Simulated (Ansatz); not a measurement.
## Cs (Im-3m, 1 atom in the cell): phonons and vibrational spectra

How does Cs (Im-3m, 1 atom in the cell) vibrate, and is this structure a minimum?

Method: DFT PBEsol, scalar-relativistic, plane waves, PAW; PAW set soft_1, in Ansatz 0.2.0.

### 1. The starting structure

The structure is cubic, space group Im-3m (No. 229). The conventional cell has a = 6.067 Å, b = 6.067 Å, c = 6.067 Å, α = 90.00°, β = 90.00°, γ = 90.00°.

### 2. Bringing the structure to rest

The cell and atoms are relaxed, since residual forces and stress would shift the frequencies.

input.yaml

```yaml
crystal:
  lattice:
    - [-3.0335, 3.0335, 3.0335]
    - [3.0335, -3.0335, 3.0335]
    - [3.0335, 3.0335, -3.0335]
  atoms:
    - { symbol: Cs, position: [0.0, 0.0, 0.0] }
kpoints:
  mp_grid: { grid: [10, 10, 10] }
hamiltonian:
  xc: pbesol
  pseudopotentials: { kind: paw, azcp: { folder: soft_1 }, xc_functional: pbe }
scf:
  occupations: { method: gaussian, width: 0.1 }
output:
  forces: true
  stress: true
  eigenvalues: true
  write_density: true
  write_potential: true
  elf: true
  volumetric_format: npy
relax:
  adjacent_minimum: "off"
  f_tol: 0.005
  max_steps: 80
  cell: { stress_tol: 0.05 }
```

Launch:

```
> ansatz run input.yaml --threads 4 --pin off --max-ram 10240MiB --backend cpu --events-out ev --progress --plain --runs-dir out
```

Numbers of over 12 decimals in the logs are rounded to 6 here.

Output:

```text
Engine: ansatz 0.2.0, x86_64-unknown-linux-gnu
Pseudopotentials: kind: paw
Pseudopotential: Cs, paw, valence charge 9, recommended cutoff 420 eV (normal), soft_1/Cs.paw.azcp
Functional definition: PBEsol
  exchange = pbesol_x
  correlation = pbesol_c
Crystal: 1 atoms, lattice volume = 111.659 Å³
Basis set: ecut = 420 eV, 2171 PW (Γ), exchange–correlation on 72×72×72 points (8 copies of the dense FFT grid, shifted against one another)
Bands: 9, of which v1, the nominal top of the filled ones, is band 5 counted from 1 (4 counted from 0)
Symmetry: 48 space group operations
Space group: Im-3m (ITA 229), of the structure as read, at distance tolerance 4.8e-5 Å
k-points: 47 of 1000
Non-local potential: Cs, projectors of the file, l = 0: 3, l = 1: 2, l = 2: 2, l = 3: 2
PAW form: soft (Blöchl's): semilocal exchange-correlation on the pseudo side does not see the compensation charge
PAW frozen core: Cs, regenerated for the run's functional, and the local potential with it (the file was generated under x = pbe(κ = 0.804, μ = 0.219515), c = pbe(β = 0.066725))
PAW one-centre angular grid: Cs, 194 points (default); XC on 64 Gauss nodes
Initial density: superposition of atomic densities (chi_scale 0.1, normalization cell)
Initial wavefunctions: pseudopotential atomic-orbital guess
Functional: x = pbesol(κ = 0.804, μ = 0.123457), c = pbesol(β = 0.046)
SCF iter   1: F=—  HF=-5585.938299 eV  |F-HF|=—  |Δ(HF+E_count)|=         —  Δρ=6.46e-3  dr2=3.21e-2  ethr=3.10e-3  ⟨swp⟩=5.9  Hψ=3356  notcnv=0
preconditioner: auto → Kerker (q_TF=auto, 1.793 Å⁻¹)  [metal: Δε(μ)=0.043 eV  Ē_g=2.756 eV  σ=0.100 eV  W_gap=0.24  n_scr=12 (ndim 8)  ℏωp=3.5 eV  f_vac=0.001  D(μ)=1.87/eV (n_scr^D=12)]
SCF iter   2: F=—  HF=-5585.930206 eV  |F-HF|=—  |Δ(HF+E_count)|=   8.09e-3  Δρ=3.57e-3  dr2=1.41e-2  ethr=3.57e-4  ⟨swp⟩=1.1  Hψ=811  notcnv=0
SCF iter   3: F=—  HF=-5585.925321 eV  |F-HF|=—  |Δ(HF+E_count)|=   4.88e-3  Δρ=7.34e-4  dr2=9.22e-4  ethr=1.57e-4  ⟨swp⟩=2.6  Hψ=707  notcnv=0  defer=3
SCF iter   4: F=—  HF=-5585.925468 eV  |F-HF|=—  |Δ(HF+E_count)|=   1.47e-4  Δρ=1.68e-4  dr2=3.30e-5  ethr=1.02e-5  ⟨swp⟩=2.0  Hψ=625  notcnv=0  defer=3
SCF iter   5: F=—  HF=-5585.925469 eV  |F-HF|=—  |Δ(HF+E_count)|=   6.44e-7  Δρ=3.72e-5  dr2=2.57e-6  ethr=3.67e-7  ⟨swp⟩=2.6  Hψ=645  notcnv=0  defer=3
SCF iter   6: F=—  HF=-5585.925470 eV  |F-HF|=—  |Δ(HF+E_count)|=   1.16e-6  Δρ=1.00e-5  dr2=2.24e-7  ethr=2.85e-8  ⟨swp⟩=2.6  Hψ=627  notcnv=0  defer=3
SCF iter   7: F=-5585.925470 eV  HF=-5585.925470 eV  |F-HF|=6.88e-9  |Δ(HF+E_count)|=   2.99e-7  Δρ=1.46e-6  dr2=3.80e-9  ethr=1.11e-9  ⟨swp⟩=10.6  Hψ=3059  notcnv=0
SCF 1 converged in 7 iterations: F = -5585.925470 eV  dr2 = 3.80e-9
  greatest PAW one-centre occupation: 0.931 electrons in one spin orbital (limit 2), on the Cs atom at site 0 (counted from 0), in its partial waves of l = 0
relax step   1: F+E_penalty+E_count = -5585.92547014 eV  Δ(F+E_penalty+E_count) = +0.000e0 eV  max|allowed force component| = 0.000e0 eV/Å  Δτ_max = 0.0000 Å  P = -0.053 GPa  Ω = 111.659 Å³  (7 SCF iters, dr2 threshold 1.00e-7 eV, accepted)
Crystal: 1 atoms, lattice volume = 111.453 Å³
Initial density: handed on by an earlier stage of this run
Initial wavefunctions: those handed on with the density
iter 1 solved again at ethr=8.83e-9 eV; its pass at ethr=3.10e-3 eV (dr2=7.95e-7 eV) is discarded
SCF iter   1: F=—  HF=-5585.925537 eV  |F-HF|=—  |Δ(HF+E_count)|=         —  Δρ=5.83e-6  dr2=8.83e-8  ethr=8.83e-9  ⟨swp⟩=3.5  Hψ=4023  notcnv=0
preconditioner: auto → Kerker (q_TF=auto, 1.794 Å⁻¹)  [metal: Δε(μ)=0.047 eV  Ē_g=2.741 eV  σ=0.100 eV  W_gap=0.26  n_scr=12 (ndim 8)  ℏωp=3.5 eV  f_vac=0.001  D(μ)=1.87/eV (n_scr^D=12)]
SCF iter   2: F=—  HF=-5585.925536 eV  |F-HF|=—  |Δ(HF+E_count)|=   1.97e-7  Δρ=3.65e-6  dr2=3.96e-8  ethr=9.81e-10  ⟨swp⟩=1.6  Hψ=475  notcnv=0
SCF iter   3: F=-5585.925536 eV  HF=-5585.925536 eV  |F-HF|=7.82e-11  |Δ(HF+E_count)|=   2.45e-8  Δρ=9.34e-7  dr2=2.19e-9  ethr=7.89e-11  ⟨swp⟩=5.6  Hψ=2216  notcnv=0
SCF 2 converged in 3 iterations: F = -5585.925536 eV  dr2 = 2.19e-9
relax step   2: F+E_penalty+E_count = -5585.92553645 eV  Δ(F+E_penalty+E_count) = -6.631e-5 eV  max|allowed force component| = 0.000e0 eV/Å  Δτ_max = 0.0000 Å  P = -0.050 GPa  Ω = 111.453 Å³  energy of the carried Pulay correction = +1.525e-7 eV  (3 SCF iters, dr2 threshold 7.10e-9 eV, accepted)
Crystal: 1 atoms, lattice volume = 108.535 Å³
Basis set: ecut = 420 eV, 2123 PW (Γ), exchange–correlation on 72×72×72 points (8 copies of the dense FFT grid, shifted against one another)
iter 1 solved again at ethr=1.09e-7 eV; its pass at ethr=3.10e-3 eV (dr2=9.85e-6 eV) is discarded
SCF iter   1: F=—  HF=-5585.926002 eV  |F-HF|=—  |Δ(HF+E_count)|=         —  Δρ=7.77e-5  dr2=1.65e-5  ethr=1.09e-7  ⟨swp⟩=2.3  Hψ=4224  notcnv=0
preconditioner: auto → Kerker (q_TF=auto, 1.802 Å⁻¹)  [metal: Δε(μ)=0.031 eV  Ē_g=2.768 eV  σ=0.100 eV  W_gap=0.17  n_scr=12 (ndim 8)  ℏωp=3.6 eV  f_vac=0.001  D(μ)=1.88/eV (n_scr^D=12)]
SCF iter   2: F=—  HF=-5585.925991 eV  |F-HF|=—  |Δ(HF+E_count)|=   1.06e-5  Δρ=4.97e-5  dr2=7.87e-6  ethr=1.09e-7  ⟨swp⟩=1.0  Hψ=423  notcnv=0
SCF iter   3: F=—  HF=-5585.925986 eV  |F-HF|=—  |Δ(HF+E_count)|=   5.56e-6  Δρ=1.57e-5  dr2=3.39e-7  ethr=8.75e-8  ⟨swp⟩=2.6  Hψ=621  notcnv=0
SCF iter   4: F=—  HF=-5585.925986 eV  |F-HF|=—  |Δ(HF+E_count)|=   4.31e-8  Δρ=5.46e-6  dr2=3.43e-8  ethr=3.77e-9  ⟨swp⟩=2.3  Hψ=611  notcnv=0
SCF iter   5: F=—  HF=-5585.925986 eV  |F-HF|=—  |Δ(HF+E_count)|=   1.12e-8  Δρ=1.13e-6  dr2=2.11e-9  ethr=3.81e-10  ⟨swp⟩=2.3  Hψ=596  notcnv=0
SCF iter   6: F=—  HF=-5585.925986 eV  |F-HF|=—  |Δ(HF+E_count)|=   2.23e-9  Δρ=2.05e-7  dr2=8.18e-11  ethr=2.34e-11  ⟨swp⟩=2.6  Hψ=642  notcnv=0
SCF iter   7: F=-5585.925986 eV  HF=-5585.925986 eV  |F-HF|=6.37e-12  |Δ(HF+E_count)|=  1.33e-10  Δρ=4.23e-8  dr2=3.13e-12  ethr=1.00e-12  ⟨swp⟩=5.5  Hψ=1452  notcnv=0
SCF 3 converged in 7 iterations: F = -5585.925986 eV  dr2 = 3.13e-12
relax step   3: F+E_penalty+E_count = -5585.92598581 eV  Δ(F+E_penalty+E_count) = -4.494e-4 eV  max|allowed force component| = 0.000e0 eV/Å  Δτ_max = 0.0000 Å  P = +0.002 GPa  Ω = 108.535 Å³  energy of the carried Pulay correction = +2.349e-6 eV  (7 SCF iters, accepted)
Initial wavefunctions: pseudopotential atomic-orbital guess (no wavefunctions were taken with the density)
iter 1 solved again at ethr=3.11e-8 eV; its pass at ethr=3.10e-3 eV (dr2=2.80e-6 eV) is discarded
SCF iter   1: F=—  HF=-5585.925983 eV  |F-HF|=—  |Δ(HF+E_count)|=         —  Δρ=2.27e-6  dr2=5.64e-10  ethr=3.11e-8  ⟨swp⟩=4.0  Hψ=5047  notcnv=0
preconditioner: auto → Kerker (q_TF=auto, 1.802 Å⁻¹)  [metal: Δε(μ)=0.031 eV  Ē_g=2.767 eV  σ=0.100 eV  W_gap=0.17  n_scr=12 (ndim 8)  ℏωp=3.6 eV  f_vac=0.001  D(μ)=1.88/eV (n_scr^D=12)]
SCF iter   2: F=—  HF=-5585.925983 eV  |F-HF|=—  |Δ(HF+E_count)|=   5.09e-7  Δρ=1.16e-6  dr2=1.46e-10  ethr=6.27e-12  ⟨swp⟩=2.8  Hψ=721  notcnv=0
SCF iter   3: F=-5585.925983 eV  HF=-5585.925983 eV  |F-HF|=1.82e-12  |Δ(HF+E_count)|=  3.60e-10  Δρ=3.75e-8  dr2=6.68e-13  ethr=1.00e-12  ⟨swp⟩=4.8  Hψ=2280  notcnv=0
SCF 4 converged in 3 iterations: F = -5585.925983 eV  dr2 = 6.68e-13
relax step   4: F+E_penalty+E_count = -5585.92598294 eV  Δ(F+E_penalty+E_count) = +2.865e-6 eV  max|allowed force component| = 0.000e0 eV/Å  Δτ_max = 0.0000 Å  P = +0.002 GPa  Ω = 108.535 Å³  stress off target by 1.78e-3 GPa  SCF on the basis re-selected at this cell (its energy is not comparable with the rows above)  (3 SCF iters)
basis re-selected at this cell: Δ(F+E_penalty+E_count) = +2.865e-6 eV, ΔP = +0.000 GPa vs the last step (what re-selecting the basis moved, of the pressure what is left beyond the Pulay correction that the steps carried, after the strain that the cell walked since its last selection, with what the two solves' SCF thresholds leave and, on support functions, any second-order correction that the steps lacked; it is no measure of the basis error at this ecutwfc). This SCF's stress stands 1.78e-3 GPa from its target on what of the cell is left free (relax.cell.stress_tol is 5.00e-2 GPa) and its largest allowed force component is 0.00e0 eV/Å (relax.f_tol is 5.00e-3 eV/Å): [rest of the remark cut]
SCF converged after 3 iterations
Free energy (F): -5585.925983 eV
Harris-Foulkes:  -5585.925983 eV  (|F-HF|=1.82e-12)
Internal energy: -5585.916574 eV  (E = F + TS)
E sigma→0 (E₀):  -5585.921279 eV
Entropy (-TS):   -0.009409 eV (-9.409 meV/atom)
Fermi energy:    2.415767 eV
--- Per-component energies (eV) ---
  E_band       = -90.068970
  E_kinetic    = 142.718938
  E_local      = -378.453640  (includes V_loc(G=0)·N_el)
  E_nonlocal   = 23.850076
  E_hartree    = 132.815596
  E_xc         = -176.659685
  E_vxc        = -135.569189  (∫ρ·V_xc dr)
  E_paw        = -4977.189130  (= ΣΔE_a)
  E_vpaw       = -8.246339  (= ΣTr[D̂ρ^β])
  E_aug_tail   = -0.000004  (compensation charges beyond the density's cutoff)
  E_ewald      = -353.142891
  E_core_change = 0.144164  (= ΣΔE_core)
  E_smearing   = -0.009409  (= −TS)
  E_closure    = 0.000000  (closes the sum)
  Σ components = -5585.925983   (vs F -5585.925983, Δ=0.00e0)
--- Forces (eV/Å), atoms counted from 1 ---
  atom   1  Cs     0.00000000    -0.00000000     0.00000000
  max |Σ_I F_I| component: 2.50e-30 eV/Å
--- Stress (GPa, compression-positive) ---
        0.001779      -0.000000      -0.000000
        0.000000       0.001779      -0.000000
        0.000000       0.000000       0.001779
  P = ⅓ Tr σ = 0.0018 GPa (0.018 kbar)
--- Band table (eV; the first three rows and the last of 47) ---
  k-point 0: bands = ["-21.4079", "-8.1108", "-8.1108", "-8.1108", "0.6679", "4.9448", "4.9448", "4.9448", "5.8615"]
  k-point 1: bands = ["-21.4071", "-8.1276", "-8.1161", "-8.1108", "0.7852", "4.8174", "4.8293", "5.0617", "5.6741"]
  k-point 2: bands = ["-21.4048", "-8.1708", "-8.1301", "-8.1109", "1.1189", "4.4097", "4.5475", "5.4071", "5.6352"]
  k-point 46: bands = ["-21.3922", "-8.2300", "-8.2300", "-8.2300", "3.0208", "3.0208", "5.5411", "5.5411", "5.5411"]
--- Relaxed structure (3 steps of the walk, 3 accepted, 1 SCFs on fresh bases) ---
  F+E_penalty+E_count = -5585.92598294 eV   max|allowed force component| = 0.000e0 eV/Å   (the final SCF, on the basis selected at the relaxed cell)
  cell:  # Å, volume = 108.5348 Å³
    - [-3.004943, 3.004943, 3.004943]
    - [3.004943, -3.004943, 3.004943]
    - [3.004943, 3.004943, -3.004943]
  atoms:
    - { symbol: Cs, position: [0.0, 0.0, 0.0] }
```

Wall time 3.5 s (4 threads of Intel Xeon Platinum 8488C (Sapphire Rapids), shared host); peak memory 0.55 GiB; 12 s of CPU time.

The steps of the relaxation:

```csv
step,energy less that of the first step (eV),largest force component (eV/Å),pressure (GPa),volume (Å³)
1,0.0000,0.0000,-0.05,111.66
2,-0.0001,0.0000,-0.05,111.45
3,-0.0005,0.0000,0.00,108.53
4*,-0.0005,0.0000,0.00,108.53
```

Relaxation steps marked * repeat the geometry before them on a plane-wave basis chosen anew for their cell, so energy and pressure can jump there.

```csv
"conventional cell, symmetrised",before,after,change
a (Å),6.067,6.010,-0.9 %
b (Å),6.067,6.010,-0.9 %
c (Å),6.067,6.010,-0.9 %
volume (Å³/atom),111.66,108.53,-2.8 %
```

The relaxed structure:

```cif
data_structure
_symmetry_space_group_name_H-M 'P 1'
_symmetry_Int_Tables_number 1
_cell_length_a 5.2047
_cell_length_b 5.2047
_cell_length_c 5.2047
_cell_angle_alpha 109.471
_cell_angle_beta 109.471
_cell_angle_gamma 109.471
_cell_volume 108.53
loop_
_atom_site_label
_atom_site_type_symbol
_atom_site_fract_x
_atom_site_fract_y
_atom_site_fract_z
_atom_site_occupancy
Cs1 Cs 0.00000 0.00000 0.00000 1
```

This step gave:

```
pressure          : 0.001779 GPa
volume per atom   : 108.5 Å³
gap on the k-mesh : 0 eV
```

Valence density in the ac plane of the conventional cell at fractional y = 0.000, with atoms of Cs within 0.2 Å of it. It is the smooth field of the valence electrons, not physical close to the nuclei.

Values in e/Å³, 9 rows by 16 columns, each cell a mean:
```
0.6 1.0 0.8 0.3 0.1 0.0 0.0 0.0 0.0 0.0 0.0 0.0 0.2 0.5 1.0 0.8
0.6 0.4 0.2 0.1 0.0 0.0 0.0 0.0 0.0 0.0 0.0 0.0 0.0 0.1 0.3 0.5
0.1 0.0 0.0 0.0 0.0 0.0 0.0 0.0 0.0 0.0 0.0 0.0 0.0 0.0 0.0 0.1
0.0 0.0 0.0 0.0 0.0 0.0 0.0 0.0 0.0 0.0 0.0 0.0 0.0 0.0 0.0 0.0
0.0 0.0 0.0 0.0 0.0 0.0 0.0 0.0 0.0 0.0 0.0 0.0 0.0 0.0 0.0 0.0
0.0 0.0 0.0 0.0 0.0 0.0 0.0 0.0 0.0 0.0 0.0 0.0 0.0 0.0 0.0 0.0
0.1 0.1 0.0 0.0 0.0 0.0 0.0 0.0 0.0 0.0 0.0 0.0 0.0 0.0 0.1 0.1
0.8 0.7 0.3 0.1 0.0 0.0 0.0 0.0 0.0 0.0 0.0 0.0 0.1 0.2 0.5 0.8
0.2 0.9 0.9 0.3 0.1 0.0 0.0 0.0 0.0 0.0 0.0 0.0 0.2 0.6 1.1 0.5
```
Columns run along a (6.0 Å), rows up along c (6.0 Å), edges of the conventional cell, whose origin can differ from the input's. Atoms in or near the plane, at fractional coordinates: Cs at (0.00, 0.00).

Electrostatic potential energy in the ac plane of the conventional cell at fractional y = 0.000, with atoms of Cs within 0.2 Å of it. With pseudopotentials it is smooth inside the atoms' cores, unlike the true potential.

Ten even steps from '0' (-25 eV) to '9' (5 eV), each cell a mean:
```
00058999999987200
00268999999997410
23689999999998742
77899999999999877
88999999999999998
99999999999999999
99999999999999999
99999999999999999
99999999999999999
99999999999999999
99999999999999999
99999999999999999
88899999999999988
46789999999999865
01478999999998620
00168999999987300
00048999999987200
```
Columns run along a (6.0 Å; values clipped at the 3rd and 97th percentile), rows up along c (6.0 Å), edges of the conventional cell, whose origin can differ from the input's. Atoms in or near the plane, at fractional coordinates: Cs at (0.00, 0.00).

ELF in the ac plane of the conventional cell at fractional y = 0.000, with atoms of Cs within 0.2 Å of it. It is the smooth field of the valence electrons, not physical close to the nuclei.

Ten even steps from '_' (0.06) to '@' (0.88), each cell a mean:
```
--##@@@@==____..::::____::##@@@@++
%%@@@@##--____..--::____..++@@@@@@
@@@@%%++..____::----..____--##@@@@
##**==..____..--==--::______--++##
::..________::--==----..______..::
________..::----------::..________
______..::----------------::..____
::::::------------------------::::
::::----====----::------====----::
......::--------------------::....
________..::------------::..______
__________..::--==----::__________
++==::______..--==--::..____..--==
@@%%**--______::----..____..++##@@
@@@@@@**::____..--::______==%%@@@@
**@@@@%%==____..::::____..**@@@@##
..**@@@@++____..::::____::##@@%%--
```
Columns run along a (6.0 Å), rows up along c (6.0 Å), edges of the conventional cell, whose origin can differ from the input's. Atoms in or near the plane, at fractional coordinates: Cs at (0.00, 0.00).

In this step the volume went from 111.66 to 108.53 Å³/atom.

### 3. Relaxing to small forces for the phonons

Phonons need a cell at rest on their own settings, so the relaxation is repeated with tight tolerances on forces and stress on the k mesh and occupations of the first response run.

input.yaml

```yaml
crystal:
  lattice:
    - [-3.0049432549, 3.0049432549, 3.0049432549]
    - [3.0049432549, -3.0049432549, 3.0049432549]
    - [3.0049432549, 3.0049432549, -3.0049432549]
  atoms:
    - { symbol: Cs, position: [0.0, 0.0, 0.0] }
kpoints:
  mp_grid: { grid: [12, 12, 12] }
hamiltonian:
  xc: pbesol
  pseudopotentials: { kind: paw, azcp: { folder: soft_1 }, xc_functional: pbe }
scf:
  occupations: { method: methfessel_paxton, width: 0.2 }
output:
  forces: true
  stress: true
  eigenvalues: true
relax:
  adjacent_minimum: "off"
  f_tol: 0.001
  max_steps: 60
  cell: { stress_tol: 0.01 }
```

Output:

```text
[...]
Crystal: 1 atoms, lattice volume = 108.535 Å³
Basis set: ecut = 420 eV, 2123 PW (Γ), exchange–correlation on 72×72×72 points (8 copies of the dense FFT grid, shifted against one another)
Bands: 9, of which v1, the nominal top of the filled ones, is band 5 counted from 1 (4 counted from 0)
Symmetry: 48 space group operations
[...]
k-points: 72 of 1728
[...]
P = ⅓ Tr σ = 0.0013 GPa (0.013 kbar)
--- Band table (eV; the first three rows and the last of 72) ---
[...]
--- Relaxed structure (1 steps of the walk, 1 accepted, 1 SCFs on fresh bases) ---
[...]
cell:  # Å, volume = 108.5348 Å³
    - [-3.0049432549, 3.0049432549, 3.0049432549]
    - [3.0049432549, -3.0049432549, 3.0049432549]
    - [3.0049432549, 3.0049432549, -3.0049432549]
  atoms:
    - { symbol: Cs, position: [0.0, 0.0, 0.0] }
[key lines of the parts left out:]
SCF converged after 6 iterations
Free energy (F): -5585.924636 eV
Fermi energy:    2.411707 eV
```

It took 2.1 s on 4 threads; peak memory 0.55 GiB; 7 s of CPU time.

Little changed from the start: no atom moved by 0.005 Å and no cell edge by 0.1 %.

Numbers from this step:

| Quantity | Value |
| --- | --- |
| pressure | 0.001311 GPa |

The forces vanish by symmetry and the pressure is 0.001 GPa, within the tolerances set. The cell now holds 108.53 Å³/atom.

[end of part 1 of 2]

[Logs are printed without paths, hosts, clocks, repeated set-up lines and the standing remarks that a program may print on its own settings, such as how far it seeks lower states.]

[Hosts, paths, dates, database ids (printed as entryN), source tags and the programs' standing remarks are cut or masked in the printed files.]
